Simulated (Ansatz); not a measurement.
OsClF (1T monolayer (Janus)), computed twice by G0W0.

The cell holds 3 atoms: 1 Os, 1 F and 1 Cl. Cell: a = 3.437 Å, b = 3.437 Å, c = 27.400 Å, α = 90.0°, β = 90.0°, γ = 120.0°. Vacuum lies along c.

```
Os F Cl
1.0
     3.43667    0.00000    0.00000
    -1.71833    2.97624    0.00000
     0.00000    0.00000   27.40000
Os F Cl
1 1 1
Direct
  0.00000 0.00000 0.49978
  0.33333 0.66667 0.53833
  0.66667 0.33333 0.46167
```

The structure was relaxed with PBEsol. The runs that relaxed it are not among those shown. Spin-orbit coupling is left out unless a run names it. PAW set soft_2, made with PBE.

The first (Ansatz 0.2.0; start PBEsol, 6×6×1 mesh, 372 empty bands, screening to 70 eV; 8 threads of Arm Neoverse N1, shared host) gave, on its mesh: starting gap 1.42 eV, G0W0 gap 2.55 eV, mean of 1 + 4πα/V (set by the cell height) 2.39, 2.4 min.

The second gave: starting gap 1.42 eV, G0W0 gap 2.57 eV, mean of 1 + 4πα/V (set by the cell height) 2.38, 9.3 min.

What was changed in the input? Choose among start, files, mesh, bands and cutoff, frequency model or another key.

Changed: empty bands from 372 to 684 and screening cutoff (eV) from 70.0 to 105.0. The starting gap stayed, which rules out the functional and points to the GW step. Other changes could give like numbers; this is the one that was made.

Limits: not at the basis limit; coarse mesh for a sheet; no spin polarisation; d states lean on the start; no spin-orbit coupling.

[Paths, hosts, dates, memory and timing lines, banners, echoed tables and standing remarks are left out of the program output.]

[Logs are printed without paths, hosts, clocks, repeated set-up lines and the standing remarks that a program may print on its own settings, such as how far it seeks lower states.]

[Runs of the session that timed out or met a known fault of the program may be left out.]

[Cells called generated may have been cut or substituted from an entry of the Crystallography Open Database or the Materials Project.]

[Hosts, paths, dates, database ids (printed as entryN), source tags and the programs' standing remarks are cut or masked in the printed files.]
